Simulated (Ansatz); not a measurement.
# Lattice dynamics of LuSb (Fm-3m)

Aim: the vibrations of LuSb (Fm-3m), their spectra, and whether the structure is stable.

Method: DFT PBEsol, scalar-relativistic, plane waves, PAW; PAW set soft_1, in Ansatz 0.2.0.

## (1) The starting structure

Symmetry: Fm-3m, No. 225, cubic system. The conventional cell has a = 6.079 Å, b = 6.079 Å, c = 6.079 Å, α = 90.00°, β = 90.00°, γ = 90.00°. Nearest to Lu lie 6 Sb at 3.04 Å. Nearest to Sb lie 6 Lu at 3.04 Å. Farther neighbours are not listed.

## (2) Relaxation

The cell and atoms are relaxed, since residual forces and stress would shift the frequencies.

Input file input.yaml:

```yaml
crystal:
  lattice:
    - [0.0, 3.0393308489, 3.0393308489]
    - [3.0393308489, 0.0, 3.0393308489]
    - [3.0393308489, 3.0393308489, 0.0]
  atoms:
    - { symbol: Lu, position: [0.0, 0.0, 0.0] }
    - { symbol: Sb, position: [0.5, 0.5, 0.5] }
kpoints:
  mp_grid: { grid: [12, 12, 12] }
hamiltonian:
  xc: pbesol
  pseudopotentials: { kind: paw, azcp: { folder: soft_1 }, xc_functional: pbe }
scf:
  occupations: { method: gaussian, width: 0.1 }
output:
  forces: true
  stress: true
  eigenvalues: true
  write_density: true
  write_potential: true
  elf: true
  volumetric_format: npy
relax:
  adjacent_minimum: "off"
  f_tol: 0.005
  max_steps: 80
  cell: { stress_tol: 0.05 }
```

Started as:

```
> ansatz run input.yaml --threads 4 --pin off --max-ram 10240MiB --backend cpu --events-out ev --progress --plain --runs-dir out
```

Numbers of over 12 decimals in the logs are rounded to 6 here.

The log of the run:

```text
Engine: ansatz 0.2.0, aarch64-unknown-linux-gnu
Pseudopotentials: kind: paw
Pseudopotential: Lu, paw, valence charge 25, recommended cutoff 420 eV (normal), soft_1/Lu.paw.azcp
Pseudopotential: Sb, paw, valence charge 15, recommended cutoff 420 eV (normal), soft_1/Sb.paw.azcp
Functional definition: PBEsol
  exchange = pbesol_x
  correlation = pbesol_c
Crystal: 2 atoms, lattice volume = 56.152 Å³
Basis set: ecut = 420 eV, 1067 PW (Γ), exchange–correlation on 60×60×60 points (8 copies of the dense FFT grid, shifted against one another)
Bands: 24, of which v1, the nominal top of the filled ones, is band 20 counted from 1 (19 counted from 0)
Symmetry: 48 space group operations
Space group: Fm-3m (ITA 225), of the structure as read, at distance tolerance 3.8e-5 Å
k-points: 72 of 1728
Non-local potential: Lu, projectors of the file, l = 0: 3, l = 1: 2, l = 2: 2, l = 3: 3
Non-local potential: Sb, projectors of the file, l = 0: 2, l = 1: 2, l = 2: 2, l = 3: 1
PAW form: soft (Blöchl's): semilocal exchange-correlation on the pseudo side does not see the compensation charge
PAW frozen core: Lu, regenerated for the run's functional, and the local potential with it (the file was generated under x = pbe(κ = 0.804, μ = 0.219515), c = pbe(β = 0.066725))
PAW frozen core: Sb, regenerated for the run's functional, and the local potential with it (the file was generated under x = pbe(κ = 0.804, μ = 0.219515), c = pbe(β = 0.066725))
PAW one-centre angular grid: Lu, 590 points (default); XC on 64 Gauss nodes
PAW one-centre angular grid: Sb, 590 points (default); XC on 64 Gauss nodes
Initial density: superposition of atomic densities (chi_scale 0.1, normalization cell, long waves kept (reshape's long-wave potential 0.00 eV rms))
Initial wavefunctions: pseudopotential atomic-orbital guess
Functional: x = pbesol(κ = 0.804, μ = 0.123457), c = pbesol(β = 0.046)
SCF iter   1: F=—  HF=-21022.819983 eV  |F-HF|=—  |Δ(HF+E_count)|=         —  Δρ=4.80e-2  dr2=1.58e0  ethr=3.10e-3  ⟨swp⟩=5.3  Hψ=8325  notcnv=0
preconditioner: auto → Kerker (q_TF=auto, 2.578 Å⁻¹)  [metal: Δε(μ)=0.032 eV  Ē_g=17.315 eV  σ=0.100 eV  W_gap=0.18  n_scr=14 (ndim 8)  ℏωp=30.5 eV  f_vac=0.000  D(μ)=0.51/eV (n_scr^D=0)]
SCF iter   2: F=—  HF=-21022.426029 eV  |F-HF|=—  |Δ(HF+E_count)|=   3.94e-1  Δρ=2.08e-2  dr2=2.94e-1  ethr=3.10e-3  ⟨swp⟩=4.3  Hψ=4353  notcnv=0  defer=1
SCF iter   3: F=—  HF=-21022.370206 eV  |F-HF|=—  |Δ(HF+E_count)|=   5.58e-2  Δρ=1.55e-2  dr2=1.30e-1  ethr=7.34e-4  ⟨swp⟩=4.0  Hψ=4742  notcnv=0  defer=1
SCF iter   4: F=—  HF=-21022.293175 eV  |F-HF|=—  |Δ(HF+E_count)|=   7.70e-2  Δρ=4.70e-3  dr2=8.12e-3  ethr=3.26e-4  ⟨swp⟩=3.9  Hψ=4517  notcnv=0  defer=1
SCF iter   5: F=—  HF=-21022.302962 eV  |F-HF|=—  |Δ(HF+E_count)|=   9.79e-3  Δρ=1.94e-3  dr2=1.62e-3  ethr=2.03e-5  ⟨swp⟩=2.6  Hψ=3841  notcnv=0  defer=1
SCF iter   6: F=—  HF=-21022.302568 eV  |F-HF|=—  |Δ(HF+E_count)|=   3.94e-4  Δρ=4.35e-4  dr2=1.13e-4  ethr=4.04e-6  ⟨swp⟩=2.0  Hψ=3124  notcnv=0  defer=1
SCF iter   7: F=—  HF=-21022.302641 eV  |F-HF|=—  |Δ(HF+E_count)|=   7.32e-5  Δρ=1.60e-4  dr2=1.97e-5  ethr=2.82e-7  ⟨swp⟩=2.8  Hψ=3405  notcnv=0  defer=1
SCF iter   8: F=—  HF=-21022.302638 eV  |F-HF|=—  |Δ(HF+E_count)|=   2.92e-6  Δρ=3.97e-5  dr2=1.21e-6  ethr=4.92e-8  ⟨swp⟩=2.1  Hψ=2880  notcnv=0  defer=1
SCF iter   9: F=—  HF=-21022.302639 eV  |F-HF|=—  |Δ(HF+E_count)|=   9.77e-8  Δρ=1.58e-5  dr2=1.19e-7  ethr=3.04e-9  ⟨swp⟩=2.2  Hψ=3151  notcnv=0  defer=1
SCF iter  10: F=-21022.302638 eV  HF=-21022.302639 eV  |F-HF|=7.56e-9  |Δ(HF+E_count)|=   2.31e-8  Δρ=5.18e-6  dr2=9.50e-9  ethr=2.50e-10  ⟨swp⟩=13.8  Hψ=18804  notcnv=0
SCF 1 converged in 10 iterations: F = -21022.302638 eV  dr2 = 9.50e-9
  greatest PAW one-centre occupation: 0.998 electrons in one spin orbital (limit 2), on the Lu atom at site 0 (counted from 0), in its partial waves of l = 0
relax step   1: F+E_penalty+E_count = -21022.30263849 eV  Δ(F+E_penalty+E_count) = +0.000e0 eV  max|allowed force component| = 2.702e-29 eV/Å  Δτ_max = 0.0000 Å  P = -2.535 GPa  Ω = 56.152 Å³  (10 SCF iters, dr2 threshold 1.00e-7 eV, accepted)
Crystal: 2 atoms, lattice volume = 52.244 Å³
Basis set: ecut = 420 eV, 965 PW (Γ), exchange–correlation on 60×60×60 points (8 copies of the dense FFT grid, shifted against one another)
Initial density: handed on by an earlier stage of this run
Initial wavefunctions: those handed on with the density
iter 1 solved again at ethr=4.33e-5 eV; its pass at ethr=3.10e-3 eV (dr2=1.73e-2 eV) is discarded
SCF iter   1: F=—  HF=-21022.316824 eV  |F-HF|=—  |Δ(HF+E_count)|=         —  Δρ=4.01e-3  dr2=1.84e-2  ethr=4.33e-5  ⟨swp⟩=2.0  Hψ=13007  notcnv=0
preconditioner: auto → none  [insulator: Δε(μ)=0.123 eV  Ē_g=17.379 eV  σ=0.100 eV  W_gap=0.60  n_scr=14 (ndim 8)  ℏωp=31.7 eV  f_vac=0.000  D(μ)=0.33/eV (n_scr^D=0)  ε∞_Penn≈4.3]
SCF iter   2: F=—  HF=-21022.310494 eV  |F-HF|=—  |Δ(HF+E_count)|=   6.33e-3  Δρ=1.82e-3  dr2=1.48e-3  ethr=4.33e-5  ⟨swp⟩=2.9  Hψ=3454  notcnv=0
SCF iter   3: F=—  HF=-21022.310093 eV  |F-HF|=—  |Δ(HF+E_count)|=   4.01e-4  Δρ=5.61e-4  dr2=1.46e-4  ethr=3.70e-6  ⟨swp⟩=2.9  Hψ=4821  notcnv=0
SCF iter   4: F=—  HF=-21022.310055 eV  |F-HF|=—  |Δ(HF+E_count)|=   3.87e-5  Δρ=4.45e-4  dr2=4.94e-5  ethr=3.65e-7  ⟨swp⟩=3.0  Hψ=3904  notcnv=0
SCF iter   5: F=—  HF=-21022.310060 eV  |F-HF|=—  |Δ(HF+E_count)|=   5.42e-6  Δρ=1.74e-4  dr2=8.38e-6  ethr=1.23e-7  ⟨swp⟩=2.1  Hψ=2733  notcnv=0
SCF iter   6: F=—  HF=-21022.310062 eV  |F-HF|=—  |Δ(HF+E_count)|=   1.56e-6  Δρ=3.44e-5  dr2=3.70e-7  ethr=2.10e-8  ⟨swp⟩=2.2  Hψ=3038  notcnv=0
SCF iter   7: F=-21022.310062 eV  HF=-21022.310062 eV  |F-HF|=1.28e-7  |Δ(HF+E_count)|=   1.94e-7  Δρ=2.05e-5  dr2=1.28e-7  ethr=5.00e-10  ⟨swp⟩=14.6  Hψ=20353  notcnv=0
SCF 2 converged in 7 iterations: F = -21022.310062 eV  dr2 = 1.28e-7
  Residual-converged pass: ⟨swp⟩=1.0  Hψ=2019  notcnv=0  max |occ|·‖R‖ = 7.1e-9 eV (tolerance 1.0e-8 eV)  dr2=1.28e-7  dr2_onsite=6.06e-8  max |Δocc| = 6.3e-12
relax step   2: F+E_penalty+E_count = -21022.31006170 eV  Δ(F+E_penalty+E_count) = -7.423e-3 eV  max|allowed force component| = 7.599e-29 eV/Å  Δτ_max = 0.0000 Å  P = +2.283 GPa  Ω = 52.244 Å³  energy of the carried Pulay correction = +8.608e-4 eV  (7 SCF iters, dr2 threshold 2.00e-7 eV, accepted)
Crystal: 2 atoms, lattice volume = 54.025 Å³
iter 1 solved again at ethr=1.04e-5 eV; its pass at ethr=3.10e-3 eV (dr2=4.17e-3 eV) is discarded
SCF iter   1: F=—  HF=-21022.322885 eV  |F-HF|=—  |Δ(HF+E_count)|=         —  Δρ=1.90e-3  dr2=4.34e-3  ethr=1.04e-5  ⟨swp⟩=2.0  Hψ=11972  notcnv=0
preconditioner: auto → none  [insulator: Δε(μ)=0.156 eV  Ē_g=17.373 eV  σ=0.100 eV  W_gap=0.67  n_scr=14 (ndim 8)  ℏωp=31.1 eV  f_vac=0.000  D(μ)=0.25/eV (n_scr^D=0)  ε∞_Penn≈4.2]
SCF iter   2: F=—  HF=-21022.321356 eV  |F-HF|=—  |Δ(HF+E_count)|=   1.53e-3  Δρ=7.98e-4  dr2=3.07e-4  ethr=1.04e-5  ⟨swp⟩=2.1  Hψ=2699  notcnv=0
SCF iter   3: F=—  HF=-21022.321291 eV  |F-HF|=—  |Δ(HF+E_count)|=   6.51e-5  Δρ=2.53e-4  dr2=2.95e-5  ethr=7.67e-7  ⟨swp⟩=3.0  Hψ=4027  notcnv=0
SCF iter   4: F=—  HF=-21022.321281 eV  |F-HF|=—  |Δ(HF+E_count)|=   9.60e-6  Δρ=2.08e-4  dr2=1.17e-5  ethr=7.38e-8  ⟨swp⟩=2.9  Hψ=3855  notcnv=0
SCF iter   5: F=—  HF=-21022.321282 eV  |F-HF|=—  |Δ(HF+E_count)|=   1.12e-6  Δρ=8.74e-5  dr2=2.30e-6  ethr=2.94e-8  ⟨swp⟩=2.0  Hψ=2689  notcnv=0
SCF iter   6: F=-21022.321282 eV  HF=-21022.321282 eV  |F-HF|=9.11e-9  |Δ(HF+E_count)|=   3.19e-7  Δρ=1.98e-5  dr2=1.32e-7  ethr=5.00e-10  ⟨swp⟩=12.8  Hψ=20149  notcnv=0
SCF 3 converged in 6 iterations: F = -21022.321282 eV  dr2 = 1.32e-7
relax step   3: F+E_penalty+E_count = -21022.32128247 eV  Δ(F+E_penalty+E_count) = -1.122e-2 eV  max|allowed force component| = 2.314e-29 eV/Å  Δτ_max = 0.0000 Å  P = -0.128 GPa  Ω = 54.025 Å³  energy of the carried Pulay correction = +4.608e-4 eV  (6 SCF iters, dr2 threshold 2.00e-7 eV, accepted)
[...]
relax step   4: F+E_penalty+E_count = -21022.32134464 eV  Δ(F+E_penalty+E_count) = -6.217e-5 eV  max|allowed force component| = 1.742e-29 eV/Å  Δτ_max = 0.0000 Å  P = -0.006 GPa  Ω = 53.928 Å³  energy of the carried Pulay correction = +4.823e-4 eV  (4 SCF iters, dr2 threshold 4.07e-8 eV, accepted)
Initial wavefunctions: pseudopotential atomic-orbital guess (no wavefunctions were taken with the density)
iter 1 solved again at ethr=4.33e-8 eV; its pass at ethr=3.10e-3 eV (dr2=1.73e-5 eV) is discarded
SCF iter   1: F=—  HF=-21022.320902 eV  |F-HF|=—  |Δ(HF+E_count)|=         —  Δρ=3.73e-5  dr2=1.63e-7  ethr=4.33e-8  ⟨swp⟩=6.4  Hψ=17862  notcnv=0
preconditioner: auto → none  [insulator: Δε(μ)=0.131 eV  Ē_g=17.359 eV  σ=0.100 eV  W_gap=0.57  n_scr=14 (ndim 8)  ℏωp=31.2 eV  f_vac=0.000  D(μ)=0.26/eV (n_scr^D=0)  ε∞_Penn≈4.2]
SCF iter   2: F=—  HF=-21022.320902 eV  |F-HF|=—  |Δ(HF+E_count)|=   5.12e-7  Δρ=2.53e-5  dr2=1.47e-7  ethr=4.07e-10  ⟨swp⟩=3.0  Hψ=4396  notcnv=0
SCF iter   3: F=—  HF=-21022.320902 eV  |F-HF|=—  |Δ(HF+E_count)|=   1.31e-9  Δρ=9.93e-6  dr2=1.65e-8  ethr=3.68e-10  ⟨swp⟩=3.0  Hψ=3597  notcnv=0
SCF iter   4: F=—  HF=-21022.320902 eV  |F-HF|=—  |Δ(HF+E_count)|=   1.21e-9  Δρ=4.07e-6  dr2=2.20e-9  ethr=4.11e-11  ⟨swp⟩=3.1  Hψ=3933  notcnv=0
SCF iter   5: F=—  HF=-21022.320902 eV  |F-HF|=—  |Δ(HF+E_count)|=   3.07e-9  Δρ=1.27e-6  dr2=1.95e-10  ethr=5.50e-12  ⟨swp⟩=2.3  Hψ=3076  notcnv=0
SCF iter   6: F=-21022.320902 eV  HF=-21022.320902 eV  |F-HF|=3.64e-12  |Δ(HF+E_count)|=  4.55e-10  Δρ=1.77e-7  dr2=6.39e-12  ethr=1.00e-12  ⟨swp⟩=8.4  Hψ=13924  notcnv=0
SCF 5 converged in 6 iterations: F = -21022.320902 eV  dr2 = 6.39e-12
relax step   5: F+E_penalty+E_count = -21022.32090187 eV  Δ(F+E_penalty+E_count) = +4.428e-4 eV  max|allowed force component| = 1.844e-29 eV/Å  Δτ_max = 0.0000 Å  P = -0.012 GPa  Ω = 53.928 Å³  stress off target by 1.15e-2 GPa  SCF on the basis re-selected at this cell (its energy is not comparable with the rows above)  (6 SCF iters)
basis re-selected at this cell: Δ(F+E_penalty+E_count) = +4.428e-4 eV, ΔP = -0.005 GPa vs the last step (what re-selecting the basis moved, of the pressure what is left beyond the Pulay correction that the steps carried, after the strain that the cell walked since its last selection, with what the two solves' SCF thresholds leave and, on support functions, any second-order correction that the steps lacked; it is no m [...]
SCF converged after 6 iterations
Free energy (F): -21022.320902 eV
Harris-Foulkes:  -21022.320902 eV  (|F-HF|=3.64e-12)
Internal energy: -21022.319584 eV  (E = F + TS)
E sigma→0 (E₀):  -21022.320243 eV
Entropy (-TS):   -0.001318 eV (-0.659 meV/atom)
Fermi energy:    12.892780 eV
--- Per-component energies (eV) ---
  E_band       = -143.354955
  E_kinetic    = 584.982306
  E_local      = -8526.653815  (includes V_loc(G=0)·N_el)
  E_nonlocal   = 1078.667029
  E_hartree    = 3575.708008
  E_xc         = -305.124354
  E_vxc        = -343.873094  (∫ρ·V_xc dr)
  E_paw        = -11771.724414  (= ΣΔE_a)
  E_vpaw       = -87.893481  (= ΣTr[D̂ρ^β])
  E_aug_tail   = 0.000117  (compensation charges beyond the density's cutoff)
  E_ewald      = -5659.698200
  E_core_change = 1.523740  (= ΣΔE_core)
  E_smearing   = -0.001318  (= −TS)
  E_closure    = 0.000000  (closes the sum)
  Σ components = -21022.320902   (vs F -21022.320902, Δ=0.00e0)
--- Forces (eV/Å), atoms counted from 1 ---
  atom   1  Lu    -0.00000000     0.00000000    -0.00000000
  atom   2  Sb     0.00000000    -0.00000000    -0.00000000
  max |Σ_I F_I| component: 3.46e-29 eV/Å
--- Stress (GPa, compression-positive) ---
       -0.011549      -0.000000      -0.000000
       -0.000000      -0.011549      -0.000000
       -0.000000      -0.000000      -0.011549
  P = ⅓ Tr σ = -0.0115 GPa (-0.115 kbar)
--- Band table (eV; the first three rows and the last of 72) ---
  k-point 0: bands = [... 16 lower, 7.7657, 13.8723, 13.8723, 13.8723, 14.1278, 14.1278, 14.1278, 14.9263]
  k-point 1: bands = [... 16 lower, 7.7658, 12.8683, 13.2587, 13.2587, 14.3198, 14.3198, 14.5514, 15.5572]
  k-point 2: bands = [... 16 lower, 7.7660, 11.5491, 12.5086, 12.5086, 14.5927, 14.5927, 14.7046, 16.6451]
  k-point 71: bands = [... 16 lower, 7.7723, 10.1192, 10.1192, 10.1997, 15.3835, 15.5385, 15.5385, 17.1027]
--- Relaxed structure (4 steps of the walk, 4 accepted, 1 SCFs on fresh bases) ---
  F+E_penalty+E_count = -21022.32090187 eV   max|allowed force component| = 1.844e-29 eV/Å   (the final SCF, on the basis selected at the relaxed cell)
  cell:  # Å, volume = 53.9279 Å³
    - [0, 2.998665, 2.998665]
    - [2.998665, 0, 2.998665]
    - [2.998665, 2.998665, 0]
  atoms:
    - { symbol: Lu, position: [0, 0, 0] }
    - { symbol: Sb, position: [0.5, 0.5, 0.5] }
```

It took 9.9 s on 4 threads of Arm Neoverse V1, shared host; peak memory 0.44 GiB.

Step by step:

```csv
step,energy less that of the first step (eV),largest force component (eV/Å),pressure (GPa),volume (Å³)
1,0.0000,0.0000,-2.53,56.15
2,-0.0074,0.0000,2.28,52.24
3,-0.0186,0.0000,-0.13,54.03
4,-0.0187,0.0000,-0.01,53.93
5*,-0.0183,0.0000,-0.01,53.93
```

Relaxation steps marked * repeat the geometry before them on a plane-wave basis chosen anew for their cell, so energy and pressure can jump there.

The run keeps the 48 symmetry operations that it works with, so distortions that break them were not tested.

```csv
"conventional cell, symmetrised",before,after,change
a (Å),6.079,5.997,-1.3 %
b (Å),6.079,5.997,-1.3 %
c (Å),6.079,5.997,-1.3 %
volume (Å³/atom),28.08,26.96,-4.0 %
```

Final coordinates:

```
Lu Sb
1.0
     0.00000    2.99866    2.99866
     2.99866    0.00000    2.99866
     2.99866    2.99866    0.00000
Lu Sb
1 1
Direct
  0.00000 0.00000 0.00000
  0.50000 0.50000 0.50000
```

Numbers from this step:

- pressure: -0.01155 GPa
- volume per atom: 26.96 Å³
- gap on the k-mesh: 0 eV

Valence density in the ac plane of the conventional cell at fractional y = 0.000, with atoms of Lu and Sb within 0.2 Å of it. It is the smooth field of the valence electrons, not physical close to the nuclei.

Values in e/Å³, 9 rows by 16 columns, each cell a mean:
```
18  6  1  0  0  0  2  6  8  3  1  0  0  0  3 13
 1  0  0  0  0  0  0  1  1  0  0  0  0  0  0  1
 0  0  0  0  0  0  0  0  0  0  0  0  0  0  0  0
 5  2  1  0  0  0  2  7  9  4  1  0  0  0  1  4
12  6  1  0  0  1  5 25 35 12  2  0  0  1  3 10
 2  1  0  0  0  0  1  3  4  2  0  0  0  0  1  2
 0  0  0  0  0  0  0  0  0  0  0  0  0  0  0  0
 2  1  0  0  0  0  0  1  1  1  0  0  0  0  0  1
28 10  1  0  0  1  2  8 11  5  1  0  0  1  4 20
```
Columns run along a (6.0 Å), rows up along c (6.0 Å), edges of the conventional cell, whose origin can differ from the input's. Atoms in or near the plane, at fractional coordinates: Lu at (0.00, 0.00), Lu at (0.50, 0.50), Sb at (0.50, 0.00), Sb at (0.00, 0.50).

Electrostatic potential energy in the ac plane of the conventional cell at fractional y = 0.000, with atoms of Lu and Sb within 0.2 Å of it. With pseudopotentials it is smooth inside the atoms' cores, unlike the true potential.

Ten even steps from '0' (-73 eV) to '9' (15 eV), each cell a mean:
```
02689865555799740
35799976556899864
78999998778999987
99999999999999999
99999999999999999
78999998788999987
56899975346899865
55689862004899755
55689851003799755
55799973125899865
67899987567999976
89999999889999998
99999999999999999
89999999889999998
67899987668999976
13799975556899852
01689865555799730
```
Columns run along a (6.0 Å; values clipped at the 3rd and 97th percentile), rows up along c (6.0 Å), edges of the conventional cell, whose origin can differ from the input's. Atoms in or near the plane, at fractional coordinates: Lu at (0.00, 0.00), Lu at (0.50, 0.50), Sb at (0.50, 0.00), Sb at (0.00, 0.50).

ELF in the ac plane of the conventional cell at fractional y = 0.000, with atoms of Lu and Sb within 0.2 Å of it. It is the smooth field of the valence electrons, not physical close to the nuclei.

Ten even steps from '_' (0.05) to '@' (0.84), each cell a mean:
```
@@@@**::==**--______::++**::==@@@@
@@##--..==**++::..::==****::..**@@
==::__..--****++++++****++::__..==
::::::::::==**********++--::::::::
******==::::::::::::::::::--++****
++++****--____::==--..__::++****++
..--++**==..--##@@%%++..::****==::
__..--**==::**@@@@@@%%--::**++::__
____--**==::##@@%%@@@@==::**++..__
__..==**==..++@@@@@@##::::**++::__
--==++**==__..++##**--__::****++--
******++--..__..::::..__::==******
======--::--==========--::::--====
::......--++************==::....::
##++....==**++==----++****::__--**
@@@@++..==**==..__..--++**::::##@@
%%@@##::==**--______..++**::==@@@@
```
Columns run along a (6.0 Å), rows up along c (6.0 Å), edges of the conventional cell, whose origin can differ from the input's. Atoms in or near the plane, at fractional coordinates: Lu at (0.00, 0.00), Lu at (0.50, 0.50), Sb at (0.50, 0.00), Sb at (0.00, 0.50).

In this step the volume went from 28.08 to 26.96 Å³/atom.

## (3) Tight relaxation

Phonons need a cell at rest on their own settings, so the relaxation is repeated with tight tolerances on forces and stress on the k mesh and occupations of the first response run.

input.yaml, the sections that differ from step 2:

```yaml
crystal:
  lattice:
    - [0.0, 2.9986649984, 2.9986649984]
    - [2.9986649984, 0.0, 2.9986649984]
    - [2.9986649984, 2.9986649984, 0.0]
  atoms:
    - { symbol: Lu, position: [0.0, 0.0, 0.0] }
    - { symbol: Sb, position: [0.5, 0.5, 0.5] }
scf:
  occupations: { method: methfessel_paxton, width: 0.2 }
output:
  forces: true
  stress: true
  eigenvalues: true
relax:
  adjacent_minimum: "off"
  f_tol: 0.001
  max_steps: 60
  cell: { stress_tol: 0.01 }
# kpoints, hamiltonian: as in step 2
```

The log of the run:

```text
[...]
Crystal: 2 atoms, lattice volume = 53.928 Å³
Basis set: ecut = 420 eV, 1067 PW (Γ), exchange–correlation on 60×60×60 points (8 copies of the dense FFT grid, shifted against one another)
Bands: 24, of which v1, the nominal top of the filled ones, is band 20 counted from 1 (19 counted from 0)
Symmetry: 48 space group operations
[...]
k-points: 72 of 1728
[...]
k-point 71: bands = [... 16 lower, 7.7758, 10.1218, 10.1218, 10.2024, 15.3871, 15.5418, 15.5418, 17.1062]
--- Relaxed structure (3 steps of the walk, 3 accepted, 1 SCFs on fresh bases) ---
[...]
cell:  # Å, volume = 53.9179 Å³
    - [0, 2.998479, 2.998479]
    - [2.998479, 0, 2.998479]
    - [2.998479, 2.998479, 0]
  atoms:
    - { symbol: Lu, position: [0, 0, 0] }
    - { symbol: Sb, position: [0.5, 0.5, 0.5] }
[key lines of the parts left out:]
SCF converged after 6 iterations
Free energy (F): -21022.320087 eV
Fermi energy:    12.898193 eV
P = ⅓ Tr σ = 0.0000 GPa (0.000 kbar)
```

Wall time 7 s (4 threads); peak memory 0.43 GiB; 26 s of CPU time.

Little changed from the start: no atom moved by 0.005 Å and no cell edge by 0.1 %.

Numbers from this step:

```
pressure : 4.19e-5 GPa
```

The forces vanish by symmetry and the pressure is 0.000 GPa, within the tolerances set. The cell now holds 26.96 Å³/atom.

(Part 1 of 2 ends here.)

[Logs are printed without paths, hosts, clocks, repeated set-up lines and the standing remarks that a program may print on its own settings, such as how far it seeks lower states.]

[Hosts, paths, dates, database ids (printed as entryN), source tags and the programs' standing remarks are cut or masked in the printed files.]
